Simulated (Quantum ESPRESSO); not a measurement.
# Re(0001), 5 layers against a metal electrode, stepped through the charge of the slab, part 3 of 4

What law, if any, do the results for Re(0001), 5 layers against a metal electrode follow against the charge of the slab?

Quantum ESPRESSO 7.5; plane-wave DFT, PBE, GBRV ultrasoft pseudopotentials.

So far. Step 2 (Relaxing cell and ions of the reference):  The last row is no step: it is a fresh SCF in the final cell with a new plane-wave basis, -1 meV from the row before. Step 3 (Relaxation with pw.x of the reference): The relaxation lowers the energy by 23 meV an atom. On the free atoms the largest force ends at 0.025 eV/Å.

## 4. SCF with pw.x, 0 ×10¹³ e/cm²

A run under open boundaries on these atoms gives the vacuum levels.

m2.esm.in reads:

```
&control
  prefix = 'm2.esm'
  outdir = './out'
  pseudo_dir = './pseudo'
  calculation = 'scf'
  tprnfor = .true.
/
&system
  ibrav = 0
  nat = 5
  ntyp = 1
  ecutwfc = 40
  ecutrho = 200
  occupations = 'smearing'
  smearing = 'mv'
  degauss = 0.02
  assume_isolated = 'esm'
  esm_bc = 'bc3'
  tot_charge = 0.0
/
&electrons
  conv_thr = 1e-08
  mixing_beta = 0.25
  electron_maxstep = 160
  mixing_mode = 'local-TF'
  mixing_ndim = 12
/
ATOMIC_SPECIES
  Re  186.2070  re_pbe_v1.2.uspp.F.UPF
CELL_PARAMETERS angstrom
  2.77423966200000 0.00000000000000 0.00000000000000
  1.38711983100000 2.40256202347835 0.00000000000000
  0.00000000000000 0.00000000000000 24.05592833616611
ATOMIC_POSITIONS crystal
  Re  0.000000000000 0.000000000000 -0.121209956490
  Re  0.666666666700 0.666666666700 -0.032470878190
  Re  0.000000000000 0.000000000000 0.062354691910
  Re  0.666666666700 0.666666666700 0.157180262010
  Re  0.000000000000 0.000000000000 0.245919340310
K_POINTS automatic
  12 12 1 0 0 0
```

The run is started by

```
$ OMP_NUM_THREADS=1 mpirun -n 4 pw.x -nk 4 -in m2.esm.in > m2.esm.out
```

Log:

```text
[banner, memory and clock lines left out]
Program PWSCF v.7.5 starts
[citation notice left out]

[...]
Message from routine setup:
[...]
bravais-lattice index     =            0
     lattice parameter (alat)  =       5.2426  a.u.
     unit-cell volume          =    1082.0250 (a.u.)^3
     number of atoms/cell      =            5
     number of atomic types    =            1
     number of electrons       =        75.00
     number of Kohn-Sham states=           46
     kinetic-energy cutoff     =      40.0000  Ry
     charge density cutoff     =     200.0000  Ry
     scf convergence threshold =      1.0E-08
     mixing beta               =       0.2500
     number of iterations used =           12  local-TF  mixing
     Exchange-correlation= SLA  PW   PBE  PBE
                           (   1   4   3   4   0   0   0)

     Effective Screening Medium Method
     Boundary Conditions: Vacuum-Slab-Metal
     total charge in unit cell        =   0.0000
     grid points for fit at edges     =        4

[...]
PseudoPot. # 1 for Re read from file:
     ./pseudo/re_pbe_v1.2.uspp.F.UPF
     Pseudo is Ultrasoft + core correction, Zval = 15.0
     Generated by new atomic code, or converted to UPF format
     Using radial grid of  981 points,  8 beta functions with:
                l(1) =   0
                l(2) =   0
                l(3) =   1
                l(4) =   1
                l(5) =   2
                l(6) =   2
                l(7) =   3
                l(8) =   3
     Q(r) pseudized with  8 coefficients,  rinner =    1.150   1.150   1.150
                                                       1.150   1.150   1.150
                                                       1.150

     atomic species   valence    mass     pseudopotential
     Re               15.00   186.20700     Re( 1.00)

      6 Sym. Ops. (no inversion) found

[...]
number of k points=    19  Marzari-Vanderbilt smearing, width (Ry)=  0.0200
[...]
Dense  grid:    51703 G-vectors     FFT dimensions: (  24,  24, 216)

     Smooth grid:    37023 G-vectors     FFT dimensions: (  24,  24, 192)

     Initial potential from superposition of free atoms

     starting charge      72.4998, renormalised to      75.0000

     negative rho (up, down):  6.575E-01 0.000E+00
     Starting wfcs are   65 randomized atomic wfcs

     per-process dynamical memory:    59.8 Mb

     Self-consistent Calculation

     iteration #  1     ecut=    40.00 Ry     beta= 0.25
     Davidson diagonalization with overlap
     ethr =  1.00E-02,  avg # of iterations =  2.1

     Threshold (ethr) on eigenvalues was too large:
     Diagonalizing with lowered threshold

     Davidson diagonalization with overlap
     ethr =  8.31E-04,  avg # of iterations =  4.5

     negative rho (up, down):  6.574E-01 0.000E+00

     total energy              =    -953.35421396 Ry
     estimated scf accuracy    <       0.98059234 Ry

     iteration #  2     ecut=    40.00 Ry     beta= 0.25
[...]
negative rho (up, down):  6.644E-01 0.000E+00

[...]
total energy              =    -952.88637465 Ry
     estimated scf accuracy    <       0.71924891 Ry

     iteration #  3     ecut=    40.00 Ry     beta= 0.25
[...]
negative rho (up, down):  6.674E-01 0.000E+00

[...]
total energy              =    -953.06758461 Ry
     estimated scf accuracy    <       0.16236941 Ry

     iteration #  4     ecut=    40.00 Ry     beta= 0.25
[...]
negative rho (up, down):  6.724E-01 0.000E+00

[...]
total energy              =    -953.05389143 Ry
     estimated scf accuracy    <       0.05421462 Ry

     iteration #  5     ecut=    40.00 Ry     beta= 0.25
[...]
negative rho (up, down):  6.705E-01 0.000E+00

[...]
total energy              =    -953.11215232 Ry
     estimated scf accuracy    <       0.02625138 Ry

     iteration #  6     ecut=    40.00 Ry     beta= 0.25
[...]
negative rho (up, down):  6.683E-01 0.000E+00

[...]
total energy              =    -953.11330629 Ry
     estimated scf accuracy    <       0.01022014 Ry

[...]
iteration # 26     ecut=    40.00 Ry     beta= 0.25
[...]
negative rho (up, down):  6.657E-01 0.000E+00

[...]
total energy              =    -953.11962979 Ry
     estimated scf accuracy    <       0.00000007 Ry

     iteration # 27     ecut=    40.00 Ry     beta= 0.25
[...]
negative rho (up, down):  6.657E-01 0.000E+00

[...]
total energy              =    -953.11962811 Ry
     estimated scf accuracy    <       0.00000003 Ry

     iteration # 28     ecut=    40.00 Ry     beta= 0.25
[...]
negative rho (up, down):  6.657E-01 0.000E+00

[...]
total energy              =    -953.11962307 Ry
     estimated scf accuracy    <       0.00000001 Ry

     iteration # 29     ecut=    40.00 Ry     beta= 0.25
[...]
negative rho (up, down):  6.657E-01 0.000E+00

[...]
End of self-consistent calculation

          k = 0.0000 0.0000 0.0000 (  4579 PWs)   bands (ev):

   -84.9537 -84.8909 -84.8759 -84.7840 -84.7824 -47.3149 -47.1382 -46.8139
   -46.3728 -46.3457 -46.3457 -46.3047 -46.3047 -46.2512 -46.2512 -46.2323
   -46.1206 -46.1206 -46.1185 -46.1185 -14.4296 -13.5110 -12.1788 -11.5407
   -11.4954  -7.3014  -6.8591  -6.7430  -6.7430  -6.7002  -6.7002  -6.5173
    -6.4997  -6.4569  -6.4569  -6.1593  -6.1593  -5.8318  -5.8318  -4.9771
    -4.3825  -4.3825  -4.3103  -3.5583  -3.5583  -2.5272

          k = 0.0000 0.0962 0.0000 (  4625 PWs)   bands (ev):

   -84.9482 -84.8852 -84.8711 -84.7805 -84.7789 -47.2929 -47.1250 -46.8197
   -46.4279 -46.3947 -46.3637 -46.3566 -46.3212 -46.2675 -46.2640 -46.2537
   -46.1734 -46.1587 -46.1321 -46.1296 -14.1535 -13.2428 -11.9082 -11.2558
   -11.2256  -7.5181  -7.3335  -7.1102  -6.9465  -6.6402  -6.5770  -6.5270
    -6.4911  -6.3364  -6.2405  -5.9980  -5.9883  -5.9712  -5.6032  -5.1461
    -5.0617  -4.5122  -4.3863  -3.6514  -3.5865  -2.5806

[...]
the Fermi energy is    -4.9924 ev

!    total energy              =    -953.11961270 Ry
     estimated scf accuracy    <          5.3E-09 Ry
     smearing contrib. (-TS)   =       0.00251180 Ry
     internal energy E=F+TS    =    -953.12212450 Ry

     The total energy is F=E-TS. E is the sum of the following terms:
     one-electron contribution =  -97716.15974152 Ry
     hartree contribution      =   48828.78046538 Ry
     xc contribution           =    -262.65346434 Ry
     ewald contribution        =   48196.91061598 Ry

     convergence has been achieved in  29 iterations

     negative rho (up, down):  6.657E-01 0.000E+00

     Forces acting on atoms (cartesian axes, Ry/au):

     atom    1 type  1   force =     0.00000000    0.00000000    0.00053709
     atom    2 type  1   force =     0.00000000    0.00000000    0.00107480
     atom    3 type  1   force =     0.00000000    0.00000000    0.00011023
     atom    4 type  1   force =     0.00000000    0.00000000   -0.00092889
     atom    5 type  1   force =     0.00000000    0.00000000   -0.00045096

     Total force =     0.001588     Total SCF correction =     0.000855
     SCF correction compared to forces is large: reduce conv_thr to get better values

[...]
```

Wall time 1.8 min (4 MPI ranks of Arm Neoverse V1, shared host); peak memory 0.82 GiB.

Read from the output:

| Property | Result |
| --- | --- |
| Fermi energy | -4.992 eV |
| vacuum line at the lower end of the cell, over the Fermi level | 4.987 eV |
| slope of the potential above | 2.46e-4 eV/Å |
| vacuum line at the upper end of the cell, over the Fermi level | 4.992 eV |

The potential energy, planar mean oscillates, so the rows of the table below give means over windows of 2.23 Å about each position, cut where the curve ends. Its maxima inside the range that stand out by 2 % of the span (Å: eV): -1.9: -3.11, 0.3: -1.68, 2.7: -1.70, 4.9: -3.13. Its minima: -2.8: -14.2, -0.9: -14.5, 1.3: -14.3, 3.9: -14.5, 5.8: -14.2.

Electrostatic potential energy of an electron; zero at the Fermi level. Table of potential energy, planar mean by z; means over each step:

z (Å), potential energy, planar mean (eV) and a bar from the least value:
```
   -10.91        5.0 ##############################
    -8.68        5.0 ##############################
    -6.45        5.0 ##############################
    -4.22       -1.1 ##################
    -1.99      -10.3 
     0.24       -9.3 ##
     2.47       -9.3 ##
     4.70      -10.3 
     6.93       -3.7 #############
     9.16        4.9 ##############################
    11.39        5.0 ##############################
```

Inside the slab this potential holds the local part of the pseudopotentials, which can be repulsive at the nuclei; only its value in the vacuum has a meaning of its own.

## 5. Ground state, 1 ×10¹³ e/cm²

m3.esm.in is the input of step 4 with these lines changed:

```diff
@@ -1,3 +1,3 @@
 &control
-  prefix = 'm2.esm'
+  prefix = 'm3.esm'
   outdir = './out'
@@ -18,3 +18,3 @@
   esm_bc = 'bc3'
-  tot_charge = 0.0
+  tot_charge = 0.0066
 /
@@ -26,2 +26,3 @@
   mixing_ndim = 12
+  startingpot = 'file'
 /
```

The run is started by

```
$ cp -r out/m2.esm.save out/m3.esm.save
$ OMP_NUM_THREADS=1 mpirun -n 4 pw.x -nk 4 -in m3.esm.in > m3.esm.out
```

Log:

```text
[banner, memory and clock lines left out]
Program PWSCF v.7.5 starts
[...]
Message from routine setup:
[...]
number of electrons       =        74.99
     number of Kohn-Sham states=           45
     kinetic-energy cutoff     =      40.0000  Ry
     charge density cutoff     =     200.0000  Ry
[...]
number of k points=    19  Marzari-Vanderbilt smearing, width (Ry)=  0.0200
[...]
Dense  grid:    51703 G-vectors     FFT dimensions: (  24,  24, 216)
[...]
The initial density is read from file :
[...]
negative rho (up, down):  6.656E-01 0.000E+00
     Starting wfcs are   65 randomized atomic wfcs
[...]
negative rho (up, down):  6.653E-01 0.000E+00
[...]
estimated scf accuracy    <       1.39554164 Ry
[...]
negative rho (up, down):  6.653E-01 0.000E+00
[...]
estimated scf accuracy    <       0.34586431 Ry
[...]
negative rho (up, down):  6.654E-01 0.000E+00
[...]
estimated scf accuracy    <       0.00159747 Ry
[...]
negative rho (up, down):  6.654E-01 0.000E+00
[...]
estimated scf accuracy    <       0.00528791 Ry
[...]
negative rho (up, down):  6.653E-01 0.000E+00
[...]
estimated scf accuracy    <       0.00440551 Ry
[...]
negative rho (up, down):  6.653E-01 0.000E+00
[...]
estimated scf accuracy    <       0.00369664 Ry
[...]
negative rho (up, down):  6.653E-01 0.000E+00
[...]
estimated scf accuracy    <       0.00186420 Ry
[...]
negative rho (up, down):  6.654E-01 0.000E+00
[...]
estimated scf accuracy    <       0.00039201 Ry
[...]
negative rho (up, down):  6.654E-01 0.000E+00
[...]
estimated scf accuracy    <       0.00030744 Ry
[...]
negative rho (up, down):  6.654E-01 0.000E+00
[...]
estimated scf accuracy    <       0.00004325 Ry
[...]
negative rho (up, down):  6.654E-01 0.000E+00
[...]
estimated scf accuracy    <       0.00004223 Ry
[...]
negative rho (up, down):  6.655E-01 0.000E+00
[...]
estimated scf accuracy    <       0.00001446 Ry
[...]
negative rho (up, down):  6.655E-01 0.000E+00
[...]
estimated scf accuracy    <       0.00000536 Ry
[...]
negative rho (up, down):  6.655E-01 0.000E+00
[...]
estimated scf accuracy    <       0.00000592 Ry
[...]
negative rho (up, down):  6.656E-01 0.000E+00
[...]
estimated scf accuracy    <       0.00000316 Ry
[...]
negative rho (up, down):  6.656E-01 0.000E+00
[...]
estimated scf accuracy    <       0.00000384 Ry
[...]
negative rho (up, down):  6.657E-01 0.000E+00
[...]
estimated scf accuracy    <       0.00000447 Ry
[...]
negative rho (up, down):  6.657E-01 0.000E+00
[...]
estimated scf accuracy    <       0.00000013 Ry
[...]
negative rho (up, down):  6.657E-01 0.000E+00
[...]
estimated scf accuracy    <       0.00000047 Ry
[...]
negative rho (up, down):  6.657E-01 0.000E+00
[...]
estimated scf accuracy    <       0.00000042 Ry
[...]
negative rho (up, down):  6.657E-01 0.000E+00
[...]
estimated scf accuracy    <       0.00000045 Ry
[...]
negative rho (up, down):  6.657E-01 0.000E+00
[...]
estimated scf accuracy    <       0.00000014 Ry
[...]
negative rho (up, down):  6.657E-01 0.000E+00
[...]
estimated scf accuracy    <       0.00000012 Ry
[...]
negative rho (up, down):  6.657E-01 0.000E+00
[...]
estimated scf accuracy    <       0.00000019 Ry
[...]
negative rho (up, down):  6.657E-01 0.000E+00
[...]
estimated scf accuracy    <       0.00000010 Ry
[...]
negative rho (up, down):  6.657E-01 0.000E+00
[...]
estimated scf accuracy    <       0.00000010 Ry
[...]
negative rho (up, down):  6.657E-01 0.000E+00
[...]
estimated scf accuracy    <       0.00000006 Ry
[...]
negative rho (up, down):  6.657E-01 0.000E+00
[...]
estimated scf accuracy    <       0.00000006 Ry
[...]
negative rho (up, down):  6.657E-01 0.000E+00
[...]
estimated scf accuracy    <       0.00000006 Ry
[...]
negative rho (up, down):  6.657E-01 0.000E+00
[...]
estimated scf accuracy    <       0.00000005 Ry
[...]
negative rho (up, down):  6.657E-01 0.000E+00
[...]
estimated scf accuracy    <       0.00000006 Ry
[...]
negative rho (up, down):  6.657E-01 0.000E+00
[...]
the Fermi energy is    -5.7468 ev
!    total energy              =    -953.11694697 Ry
     estimated scf accuracy    <          3.7E-09 Ry
     smearing contrib. (-TS)   =       0.00246727 Ry
     internal energy E=F+TS    =    -953.11941424 Ry
[...]
one-electron contribution =  -97712.01196045 Ry
     hartree contribution      =   48824.63312076 Ry
     xc contribution           =    -262.65119053 Ry
     ewald contribution        =   48196.91061598 Ry
     convergence has been achieved in  32 iterations
     negative rho (up, down):  6.657E-01 0.000E+00
[...]
Total force =     0.001722     Total SCF correction =     0.000580
[...]
```

Elapsed: 2 min, on 4 MPI ranks; peak memory 0.81 GiB; 7.9 min of CPU time.

This step gave:

```
Fermi energy                                                   : -5.747 eV
vacuum line at the lower end of the cell, over the Fermi level : 4.989 eV
slope of the potential above                                   : 0.1791 eV/Å
vacuum line at the upper end of the cell, over the Fermi level : 5.747 eV
```

Inside the slab this potential holds the local part of the pseudopotentials, which can be repulsive at the nuclei; only its value in the vacuum has a meaning of its own.

## 6. Ground state, -1.5 ×10¹³ e/cm²

m1.esm.in is the input of step 5 with these lines changed:

```diff
@@ -1,3 +1,3 @@
 &control
-  prefix = 'm3.esm'
+  prefix = 'm1.esm'
   outdir = './out'
@@ -18,3 +18,3 @@
   esm_bc = 'bc3'
-  tot_charge = 0.0066
+  tot_charge = -0.0099
 /
```

The run is started by

```
$ cp -r out/m2.esm.save out/m1.esm.save
$ OMP_NUM_THREADS=1 mpirun -n 4 pw.x -nk 4 -in m1.esm.in > m1.esm.out
```

Log:

```text
[banner, memory and clock lines left out]
Program PWSCF v.7.5 starts
[...]
Message from routine setup:
[...]
number of electrons       =        75.01
     number of Kohn-Sham states=           45
     kinetic-energy cutoff     =      40.0000  Ry
     charge density cutoff     =     200.0000  Ry
[...]
number of k points=    19  Marzari-Vanderbilt smearing, width (Ry)=  0.0200
[...]
Dense  grid:    51703 G-vectors     FFT dimensions: (  24,  24, 216)
[...]
The initial density is read from file :
[...]
negative rho (up, down):  6.658E-01 0.000E+00
     Starting wfcs are   65 randomized atomic wfcs
[...]
negative rho (up, down):  6.659E-01 0.000E+00
[...]
estimated scf accuracy    <       2.79200148 Ry
[...]
negative rho (up, down):  6.671E-01 0.000E+00
[...]
estimated scf accuracy    <       0.67489043 Ry
[...]
negative rho (up, down):  6.682E-01 0.000E+00
[...]
estimated scf accuracy    <       0.01179150 Ry
[...]
negative rho (up, down):  6.689E-01 0.000E+00
[...]
estimated scf accuracy    <       0.03058644 Ry
[...]
negative rho (up, down):  6.691E-01 0.000E+00
[...]
estimated scf accuracy    <       0.00267780 Ry
[...]
negative rho (up, down):  6.684E-01 0.000E+00
[...]
estimated scf accuracy    <       0.00062934 Ry
[...]
negative rho (up, down):  6.678E-01 0.000E+00
[...]
estimated scf accuracy    <       0.00174519 Ry
[...]
negative rho (up, down):  6.672E-01 0.000E+00
[...]
estimated scf accuracy    <       0.00045750 Ry
[...]
negative rho (up, down):  6.668E-01 0.000E+00
[...]
estimated scf accuracy    <       0.00073179 Ry
[...]
negative rho (up, down):  6.666E-01 0.000E+00
[...]
estimated scf accuracy    <       0.00053371 Ry
[...]
negative rho (up, down):  6.666E-01 0.000E+00
[...]
estimated scf accuracy    <       0.00042979 Ry
[...]
negative rho (up, down):  6.663E-01 0.000E+00
[...]
estimated scf accuracy    <       0.00008590 Ry
[...]
negative rho (up, down):  6.663E-01 0.000E+00
[...]
estimated scf accuracy    <       0.00011737 Ry
[...]
negative rho (up, down):  6.661E-01 0.000E+00
[...]
estimated scf accuracy    <       0.00007209 Ry
[...]
negative rho (up, down):  6.660E-01 0.000E+00
[...]
estimated scf accuracy    <       0.00010224 Ry
[...]
negative rho (up, down):  6.658E-01 0.000E+00
[...]
estimated scf accuracy    <       0.00006093 Ry
[...]
negative rho (up, down):  6.658E-01 0.000E+00
[...]
estimated scf accuracy    <       0.00003873 Ry
[...]
negative rho (up, down):  6.658E-01 0.000E+00
[...]
estimated scf accuracy    <       0.00005155 Ry
[...]
negative rho (up, down):  6.658E-01 0.000E+00
[...]
estimated scf accuracy    <       0.00000108 Ry
[...]
negative rho (up, down):  6.658E-01 0.000E+00
[...]
estimated scf accuracy    <       0.00000159 Ry
[...]
negative rho (up, down):  6.658E-01 0.000E+00
[...]
estimated scf accuracy    <       0.00000124 Ry
[...]
negative rho (up, down):  6.658E-01 0.000E+00
[...]
estimated scf accuracy    <       0.00000067 Ry
[...]
negative rho (up, down):  6.657E-01 0.000E+00
[...]
estimated scf accuracy    <       0.00000123 Ry
[...]
negative rho (up, down):  6.657E-01 0.000E+00
[...]
estimated scf accuracy    <       0.00000186 Ry
[...]
negative rho (up, down):  6.657E-01 0.000E+00
[...]
estimated scf accuracy    <       0.00000015 Ry
[...]
negative rho (up, down):  6.657E-01 0.000E+00
[...]
estimated scf accuracy    <       0.00000022 Ry
[...]
negative rho (up, down):  6.657E-01 0.000E+00
[...]
estimated scf accuracy    <       0.00000010 Ry
[...]
negative rho (up, down):  6.657E-01 0.000E+00
[...]
estimated scf accuracy    <       0.00000006 Ry
[...]
negative rho (up, down):  6.657E-01 0.000E+00
[...]
estimated scf accuracy    <       0.00000001 Ry
[...]
negative rho (up, down):  6.657E-01 0.000E+00
[...]
the Fermi energy is    -3.8734 ev
!    total energy              =    -953.12299378 Ry
     estimated scf accuracy    <          5.3E-09 Ry
     smearing contrib. (-TS)   =       0.00257911 Ry
     internal energy E=F+TS    =    -953.12557289 Ry
[...]
one-electron contribution =  -97722.36389814 Ry
     hartree contribution      =   48834.98451315 Ry
     xc contribution           =    -262.65680387 Ry
     ewald contribution        =   48196.91061598 Ry
     convergence has been achieved in  30 iterations
     negative rho (up, down):  6.657E-01 0.000E+00
[...]
Total force =     0.001812     Total SCF correction =     0.000679
[...]
```

It took 1.9 min on 4 MPI ranks; peak memory 0.82 GiB.

Numbers from this step:

| Quantity | Value |
| --- | --- |
| Fermi energy | -3.873 eV |
| vacuum line at the lower end of the cell, over the Fermi level | 4.998 eV |
| slope of the potential above | -0.2680 eV/Å |
| vacuum line at the upper end of the cell, over the Fermi level | 3.874 eV |

Inside the slab this potential holds the local part of the pseudopotentials, which can be repulsive at the nuclei; only its value in the vacuum has a meaning of its own.

(Continued in part 4 of 4.)

[Logs are printed without paths, hosts, clocks, repeated set-up lines and the standing remarks that a program may print on its own settings, such as how far it seeks lower states.]

[Hosts, paths, dates, database ids (printed as entryN), source tags and the programs' standing remarks are cut or masked in the printed files.]

[Maps of the electrostatic potential energy from Ansatz leave out the sawtooth potential of an applied field or a dipole correction, so their vacuum need not be flat; planar profiles and work functions include it.]
